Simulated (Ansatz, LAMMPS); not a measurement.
# Amorphous 72SiO2-28V2O3 (mol %) (114 atoms): geometry optimisation

Wanted: the relaxed structure of amorphous 72SiO2-28V2O3 (mol %) (114 atoms) and its electronic structure.

Main program and level: Ansatz 0.2.0; Kohn-Sham DFT, PBE, PAW (set soft_2), plane waves.

Report form: inputs, costs, results and the conclusion, without the logs.

### 1. Set-up

The cell holds 114 atoms: 23 Si, 18 V and 73 O. Cell: a = 11.342 Å, b = 11.342 Å, c = 11.342 Å, α = 90.0°, β = 90.0°, γ = 90.0°. 114 atoms (23 Si, 18 Cr, 73 O) placed at random at 3 g/cm³, melted at 5000 K for 10 ps at fixed volume with the Morse and Coulomb pair potential with partial charges (Pedone, Malavasi, Menziani, Cormack and Segre, J. Phys. Chem. B 110, 11780 (2006)). Quenched from 5000 K to 300 K at 10 K/ps and fixed volume, held 10 ps at zero pressure, then minimised at fixed cell. Then Cr was replaced by V and the cell scaled by 1.008 (the potential has no terms for the new elements, so the cell is a start for a DFT relaxation).

Before any run, some limits are plain. The quench rate of 10 K/ps far exceeds what a furnace or splat quench reaches, so expect more defects and frozen-in strain than in a real sample. The starting topology of bonds comes from the classical model. Without a Hubbard term or exact exchange, open shells on V are likely too delocalised. The Brillouin zone is sampled at Γ only, in a cell whose shortest periodic width is 11 Å.

### 2. How the cell was made

A classical potential supplies the starting structure, since it reaches far longer times than DFT.

This step: classical MD, Morse and Coulomb pair potential with partial charges (Pedone, Malavasi, Menziani, Cormack and Segre, J. Phys. Chem. B 110, 11780 (2006)) (LAMMPS 22 Jul 2025 - Update 4).

File in.lmp:

```
# melt-quench of Si23Cr18O73
units metal
atom_style charge
boundary p p p
region box block 0 11.5094 0 11.5094 0 11.5094
create_box 3 box
mass 1 28.0850   # Si
mass 2 51.9961   # Cr
mass 3 15.9990   # O
create_atoms 1 random 23 624328 NULL overlap 1.5 maxtry 2000
create_atoms 2 random 18 624335 NULL overlap 1.5 maxtry 2000
create_atoms 3 random 73 624342 NULL overlap 1.5 maxtry 2000
pair_style hybrid/overlay pedone 5.5 coul/long 8.0
pair_coeff * * coul/long
pair_coeff 1 3 pedone 0.340554 2.006700 2.100000 1   # Si-O
pair_coeff 2 3 pedone 0.399561 1.785079 2.340810 1   # Cr-O
pair_coeff 3 3 pedone 0.042395 1.379316 3.618701 22   # O-O
set type 1 charge 2.4
set type 2 charge 1.8
set type 3 charge -1.2
kspace_style pppm 1.0e-4
neigh_modify delay 0 every 1 check yes
thermo_style custom step time temp pe press density
thermo_modify norm yes
timestep 0.002
thermo 100
min_style cg
minimize 1e-4 1e-4 200 2000
reset_timestep 0
velocity all create 5000 624329 mom yes dist gaussian
fix lim all nve/limit 0.05
fix lan all langevin 5000 5000 0.2 624330 zero yes
thermo 500
run 1000 post no
# [... 10 lines left out ...]
thermo 1666
fix md all npt temp 300 300 0.2 iso 0 0 2
run 5000 post no
unfix md
thermo 100
min_style cg
minimize 0 1e-3 2000 20000
write_dump all custom glass.dump id type xs ys zs modify sort id
```

Run with:

```sh
lmp -in in.lmp -log none -nocite
```

It took 2.1 min on 1 thread of Arm Neoverse V1, shared host; peak memory 0.072 GiB.

### 3. Single point at the start

The forces at the start show how far the geometry lies from a minimum of this functional.

File input.yaml:

```yaml
crystal:
  lattice:
    - [11.34223, 0.0, 0.0]
    - [0.0, 11.34223, 0.0]
    - [0.0, 0.0, 11.34223]
  atoms:
    - { symbol: Si, position: [0.10754, 0.68576, 0.45458] }
    - { symbol: Si, position: [0.78285, 0.11437, 0.37434] }
    - { symbol: Si, position: [0.7101, 0.71496, 0.27737] }
    - { symbol: Si, position: [0.26791, 0.71078, 0.6778] }
    - { symbol: Si, position: [0.10772, 0.62238, 0.8712] }
    - { symbol: Si, position: [0.73642, 0.9295, 0.00076] }
    - { symbol: Si, position: [0.31905, 0.67468, 0.2826] }
    - { symbol: Si, position: [0.91699, 0.22086, 0.58355] }
    - { symbol: Si, position: [0.49522, 0.3516, 0.1144] }
    - { symbol: Si, position: [0.41239, 0.24002, 0.52645] }
    - { symbol: Si, position: [0.82778, 0.67653, 0.67139] }
    - { symbol: Si, position: [0.09258, 0.99684, 0.84841] }
    - { symbol: Si, position: [0.98173, 0.38721, 0.259] }
    - { symbol: Si, position: [0.60586, 0.69525, 0.94787] }
    - { symbol: Si, position: [0.0583, 0.84961, 0.08382] }
    - { symbol: Si, position: [0.59824, 0.43614, 0.87014] }
    - { symbol: Si, position: [0.43678, 0.4956, 0.64885] }
    - { symbol: Si, position: [0.36365, 0.9854, 0.8812] }
    - { symbol: Si, position: [0.9284, 0.48344, 0.51293] }
    - { symbol: Si, position: [0.03869, 0.23998, 0.96144] }
    - { symbol: Si, position: [0.55753, 0.07711, 0.70904] }
    - { symbol: Si, position: [0.16913, 0.10426, 0.50383] }
    - { symbol: Si, position: [0.53455, 0.66467, 0.4587] }
    - { symbol: V, position: [0.54648, 0.1248, 0.28647], spin: -2.0 }
    - { symbol: V, position: [0.71384, 0.88522, 0.49516], spin: -2.0 }
    - { symbol: V, position: [0.54888, 0.82068, 0.67855], spin: 2.0 }
    - { symbol: V, position: [0.83037, 0.97749, 0.70974], spin: -2.0 }
    - { symbol: V, position: [0.56529, 0.14765, 0.98038], spin: -2.0 }
    - { symbol: V, position: [0.03284, 0.87734, 0.59081], spin: -2.0 }
    - { symbol: V, position: [0.8666, 0.66906, 0.03942], spin: 2.0 }
    - { symbol: V, position: [0.7802, 0.22039, 0.84333], spin: 2.0 }
    - { symbol: V, position: [0.07615, 0.11678, 0.22979], spin: -2.0 }
    - { symbol: V, position: [0.82966, 0.16187, 0.13714], spin: 2.0 }
    - { symbol: V, position: [0.48851, 0.87503, 0.13211], spin: 2.0 }
    - { symbol: V, position: [0.29302, 0.21827, 0.0391], spin: 2.0 }
    - { symbol: V, position: [0.93605, 0.88572, 0.29893], spin: 2.0 }
    - { symbol: V, position: [0.27001, 0.97017, 0.23722], spin: 2.0 }
    - { symbol: V, position: [0.31716, 0.71177, 0.02797], spin: -2.0 }
    - { symbol: V, position: [0.75363, 0.45699, 0.14132], spin: -2.0 }
    - { symbol: V, position: [0.88248, 0.46541, 0.84505], spin: -2.0 }
    - { symbol: V, position: [0.20793, 0.46971, 0.09754], spin: 2.0 }
    - { symbol: O, position: [0.47065, 0.98531, 0.78379] }
    - { symbol: O, position: [0.23275, 0.97566, 0.83245] }
    - { symbol: O, position: [0.18402, 0.06658, 0.36486] }
    - { symbol: O, position: [0.16383, 0.9809, 0.568] }
    - { symbol: O, position: [0.94868, 0.74694, 0.66263] }
    - { symbol: O, position: [0.2272, 0.10358, 0.13274] }
    - { symbol: O, position: [0.85127, 0.50211, 0.00923] }
    - { symbol: O, position: [0.14937, 0.31677, 0.00684] }
    - { symbol: O, position: [0.18763, 0.71566, 0.79544] }
    - { symbol: O, position: [0.71902, 0.38245, 0.82038] }
    - { symbol: O, position: [0.36956, 0.89989, 0.99328] }
    - { symbol: O, position: [0.04156, 0.16615, 0.54219] }
    - { symbol: O, position: [0.91597, 0.44165, 0.37576] }
    - { symbol: O, position: [0.19502, 0.66776, 0.34737] }
    - { symbol: O, position: [0.57555, 0.74666, 0.82516] }
    - { symbol: O, position: [0.17375, 0.7778, 0.07681] }
    - { symbol: O, position: [0.35493, 0.3645, 0.10868] }
    - { symbol: O, position: [0.55459, 0.80256, 0.4991] }
    - { symbol: O, position: [0.00291, 0.96264, 0.74722] }
    - { symbol: O, position: [0.0486, 0.93255, 0.97013] }
    - { symbol: O, position: [0.44173, 0.00591, 0.23549] }
    - { symbol: O, position: [0.8077, 0.61593, 0.79424] }
    - { symbol: O, position: [0.59274, 0.42449, 0.17311] }
    - { symbol: O, position: [0.61508, 0.79876, 0.21685] }
    - { symbol: O, position: [0.06132, 0.27587, 0.28907] }
    - { symbol: O, position: [0.52231, 0.58761, 0.57614] }
    - { symbol: O, position: [0.93118, 0.29877, 0.89404] }
    - { symbol: O, position: [0.821, 0.19819, 0.47757] }
    - { symbol: O, position: [0.38109, 0.78798, 0.67945] }
    - { symbol: O, position: [0.80792, 0.98457, 0.10581] }
    - { symbol: O, position: [0.04424, 0.5673, 0.49632] }
    - { symbol: O, position: [0.06112, 0.47755, 0.18568] }
    - { symbol: O, position: [0.00502, 0.68589, 0.94399] }
    - { symbol: O, position: [0.87238, 0.95455, 0.54207] }
    - { symbol: O, position: [0.27857, 0.18948, 0.534] }
    - { symbol: O, position: [0.08211, 0.93774, 0.20348] }
    - { symbol: O, position: [0.46806, 0.22159, 0.39917] }
    [... 30 atom lines left out ...]
    - { symbol: O, position: [0.67761, 0.02442, 0.4023] }
    - { symbol: O, position: [0.08928, 0.13872, 0.87586] }
    - { symbol: O, position: [0.4901, 0.15588, 0.61811] }
    - { symbol: O, position: [0.62374, 0.55427, 0.94914] }
    - { symbol: O, position: [0.50713, 0.21018, 0.13457] }
    - { symbol: O, position: [0.65071, 0.98567, 0.65322] }
magnetization:
  spin_polarized: true
kpoints:
  mp_grid: { grid: [1, 1, 1] }
hamiltonian:
  xc: pbe
scf:
  occupations: { method: gaussian, width: 0.025 }
  lower_state_search: "off"
output:
  forces: true
```

Run with:

```sh
ansatz run input.yaml --threads 4 --pin off --max-ram 8192MiB --backend cpu --events-out ev --progress --plain --runs-dir out
```

The job ended after 3.3 min (4 threads of Arm Neoverse V1, shared host; peak memory 3.7 GiB; 13 min of CPU time).

The run gave:

- free energy: -108559.3183 eV
- free energy per atom: -952.2747 eV/atom
- SCF cycles: 60
- r.m.s. force component: 0.8312 eV/Å
- longest force: 3.115 eV/Å
- Fermi energy: 6.954 eV
- total moment: 0.1964 μB
- absolute moment: 36.03 μB

The r.m.s. force component of 0.83 eV/Å sets the starting point.

Neighbours are counted within 2.08 Å (O-Si), 2.58 Å (O-V).

Length of the force by element and coordination:

| element | coordination | atoms | mean length of the force (eV/Å) | spread | least | most |
| --- | --- | --- | --- | --- | --- | --- |
| O | all | 73 | 1.38 | 0.650 | 0.320 | 3.11 |
| O | 2 | 35 | 1.55 | 0.763 | 0.549 | 3.11 |
| O | 3 | 34 | 1.23 | 0.482 | 0.320 | 2.53 |
| O | 4 | 4 | 1.21 | 0.418 | 0.551 | 1.62 |
| Si | all | 23 | 1.29 | 0.572 | 0.239 | 2.64 |
| V | all | 18 | 0.978 | 0.386 | 0.275 | 1.60 |
| V | 4 | 2 | 1.09 | 0.153 | 0.932 | 1.24 |
| V | 5 | 8 | 0.911 | 0.402 | 0.275 | 1.55 |
| V | 6 | 8 | 1.02 | 0.398 | 0.466 | 1.60 |

### 4. Relaxation

The atoms are relaxed in the fixed cell, aiming at the force tolerance of the input.

input.yaml, as its differences from that of step 3:

```diff
@@ -18 +18,4 @@
   forces: true
+relax:
+  f_tol: 0.03
+  max_steps: 76
```

Elapsed: 19 min, on 4 threads; peak memory 3.8 GiB; 75 min of CPU time.

Relaxation path:

```csv
step,energy less that of the first step (eV),largest force component (eV/Å)
1,0.0000,2.5351
2,-2.4833,1.5737
3,-4.1426,0.7028
4,-4.4956,0.7500
5,-4.6782,0.1771
6,-4.7100,0.2707
7,-4.8048,0.1493
8,-4.7596,0.3628
9,-4.8233,0.3549
10,-4.8325,0.1622
11,-4.8274,0.0992
12,-4.8369,0.0242
```

Relaxation steps 8, 11 were tried and not accepted.

The atoms that moved most (Å):

```
atom      dx      dy      dz  length
 O67   0.160  -0.295  -0.222   0.403
O100  -0.122  -0.214  -0.301   0.389
 O80  -0.008   0.228   0.261   0.346
 V37   0.038   0.193   0.271   0.335
 O47   0.009   0.148   0.273   0.310
 O42  -0.282   0.037  -0.056   0.290
 O76  -0.030  -0.135   0.252   0.288
 Si4   0.179  -0.201  -0.093   0.285
```

The relaxation changed the energy by -42.4 meV/atom, and atoms moved by 0.19 Å r.m.s., 0.40 Å at most.

### 5. Local order after relaxation

Bonds before and after, by the cutoffs listed below:

```
pair  bonds before  bonds after  mean before (Å)  mean after (Å)  spread before (Å)  spread after (Å)
O-Si            92           92            1.619           1.640              0.037             0.027
 O-V            96           96            2.043           2.025              0.123             0.140
```

Density 3.11 g/cm³, 12.80 Å³ an atom.

g(r), total and by pair (bins of 0.2 Å):

```csv
r (Å),total,O-O,O-Si,O-V,Si-Si,Si-V,V-V
1.50,0.18,0.00,0.69,0.00,0.00,0.00,0.00
1.70,2.88,0.00,11.13,0.00,0.00,0.00,0.00
1.90,1.12,0.00,0.00,5.57,0.00,0.00,0.00
2.10,0.85,0.00,0.00,4.20,0.00,0.00,0.00
2.30,0.10,0.00,0.00,0.51,0.00,0.00,0.00
2.50,0.42,0.88,0.05,0.23,0.00,0.00,0.00
2.70,2.00,4.67,0.00,0.12,0.00,0.18,1.92
2.90,0.85,1.55,0.17,0.26,0.53,0.86,1.66
3.10,0.86,0.95,0.21,0.23,4.38,2.22,1.85
3.30,1.01,0.78,0.79,0.56,0.64,4.72,1.65
3.50,1.05,0.70,1.45,0.89,0.00,2.10,2.91
3.70,0.87,0.50,1.42,1.19,0.32,0.31,1.04
3.90,0.96,0.64,1.41,1.30,0.73,0.46,0.48
4.10,1.19,0.69,2.09,1.40,0.91,0.42,0.63
4.30,1.11,0.87,1.24,1.73,0.94,0.53,0.19
4.50,1.08,0.92,0.82,1.77,1.08,1.18,0.35
4.70,0.95,1.01,0.67,1.17,1.48,0.88,0.67
4.90,0.92,1.14,0.64,0.72,1.65,0.59,1.47
5.10,1.04,1.54,0.70,0.54,1.36,0.75,0.41
5.30,1.01,1.40,0.82,0.58,0.55,0.96,1.02
5.50,0.99,1.08,0.91,0.75,0.72,1.62,1.31
```

Bonds by pair of elements; cutoffs follow the first minimum of g(r), held within bounds set by covalent radii, and pairs that aren't listed don't count as bonded:

```
pair A-B  cutoff (Å)  bonds  mean length (Å)  spread (Å)  shortest (Å)  B about A  A about B
    O-Si        2.08     92             1.64       0.027          1.58       1.26          4
     O-V        2.58     96             2.02        0.14          1.81       1.31       5.33
```

How many atoms have how many bonded neighbours:

```
element  mean   2   3   4   5  6
      O  2.58  36  32   5   0  0
     Si     4   0   0  23   0  0
      V  5.33   0   0   1  10  7
```

Bond angles, per cent of each kind in bins of 5°:

| angle (°) | O-V-O | O-Si-O | Si-O-V | V-O-V | Si-O-Si |
| --- | --- | --- | --- | --- | --- |
| 65–70 | 1.4 | 0.0 | 0.0 | 0.0 | 0.0 |
| 70–75 | 4.3 | 0.0 | 0.0 | 0.0 | 0.0 |
| 75–80 | 8.5 | 0.0 | 0.0 | 7.3 | 0.0 |
| 80–85 | 8.5 | 0.0 | 1.2 | 5.5 | 0.0 |
| 85–90 | 13.3 | 0.0 | 1.2 | 10.9 | 0.0 |
| 90–95 | 15.2 | 0.7 | 3.6 | 12.7 | 0.0 |
| 95–100 | 8.1 | 3.6 | 3.6 | 10.9 | 0.0 |
| 100–105 | 6.6 | 9.4 | 3.6 | 14.5 | 0.0 |
| 105–110 | 4.7 | 40.6 | 2.4 | 0.0 | 0.0 |
| 110–115 | 2.8 | 34.1 | 6.0 | 1.8 | 0.0 |
| 115–120 | 2.4 | 9.4 | 12.0 | 9.1 | 0.0 |
| 120–125 | 1.9 | 1.5 | 14.5 | 5.5 | 8.3 |
| 125–130 | 2.4 | 0.7 | 12.0 | 3.6 | 4.2 |
| 130–135 | 1.4 | 0.0 | 13.3 | 9.1 | 4.2 |
| 135–140 | 1.4 | 0.0 | 9.6 | 5.5 | 33.3 |
| 140–145 | 1.9 | 0.0 | 7.2 | 0.0 | 16.7 |
| 145–150 | 0.9 | 0.0 | 3.6 | 1.8 | 16.7 |
| 150–155 | 0.9 | 0.0 | 1.2 | 1.8 | 0.0 |
| 155–160 | 4.3 | 0.0 | 1.2 | 0.0 | 4.2 |
| 160–165 | 2.8 | 0.0 | 2.4 | 0.0 | 4.2 |
| 165–170 | 1.4 | 0.0 | 1.2 | 0.0 | 8.3 |
| 170–175 | 3.8 | 0.0 | 0.0 | 0.0 | 0.0 |
| 175–180 | 0.9 | 0.0 | 0.0 | 0.0 | 0.0 |

Bond angles (no mean is given where the spread exceeds 20°):

| angle | count | mean (°) | spread (°) |
| --- | --- | --- | --- |
| O-V-O | 211 | - | - |
| O-Si-O | 138 | 109 | 5 |
| Si-O-V | 83 | 125 | 16.9 |
| V-O-V | 55 | 106 | 19.5 |
| Si-O-Si | 24 | 143 | 12.1 |

Oxygen atoms by the number of network formers (Si, P, Ge, B, Al, As, Ga) bound to them:

| network formers bound to O | O atoms | per cent |
| --- | --- | --- |
| 0 | 5 | 6.8 |
| 1 | 44 | 60.3 |
| 2 | 24 | 32.9 |

Network units: each former by its oxygen neighbours and how many of them bridge to another former:

```csv
former,O neighbours,bridging O,atoms
Si,4,1,9
Si,4,2,5
Si,4,3,7
Si,4,4,2
```

Bond length by coordination (bonds to H left out):

| element | coordination | atoms | mean bond length (Å) |
| --- | --- | --- | --- |
| O | 2 | 36 | 1.67 |
| O | 3 | 32 | 1.92 |
| O | 4 | 5 | 2.05 |
| V | 4 | 1 | 1.92 |
| V | 5 | 10 | 2.00 |
| V | 6 | 7 | 2.07 |

Rings of the network by King's shortest-path rule, up to 12 atoms, one path for each pair of neighbours; H, halogens, alkali and alkaline-earth atoms are left out:

```
ring size (atoms)  rings  per network atom
                4     27             0.237
                6     41              0.36
                8     76             0.667
               10     44             0.386
               12      9             0.079
```

First main peaks of g(r), for some of the pairs, lie near 2.7 Å (O-O), 1.6 Å (O-Si), 2.0 Å (O-V), 3.1 Å (Si-Si) and 3.3 Å (Si-V). Counting bonds as in the table, 49 % of O atoms have 2, all Si atoms have 4 and 56 % of V atoms have 5 bonded neighbours. 33 % of the oxygens bridge two formers and 60 % are non-bridging; 7 % join none. The commonest Si unit has 4 oxygens, 1 of them shared with other formers (9 of 23 atoms). Rings of 8 atoms are the most common (39 % of those counted); sizes run from 4 to 12, where the search stops.

(Continued in part 2 of 2.)

[Long decimals in the printed logs are rounded to 6 places.]

[Logs are printed without paths, hosts, clocks, repeated set-up lines and the standing remarks that a program may print on its own settings, such as how far it seeks lower states.]

[Hosts, paths, dates, database ids (printed as entryN), source tags and the programs' standing remarks are cut or masked in the printed files.]

[A walk said to have stopped at its limit may instead have ended on an SCF cycle that didn't converge.]
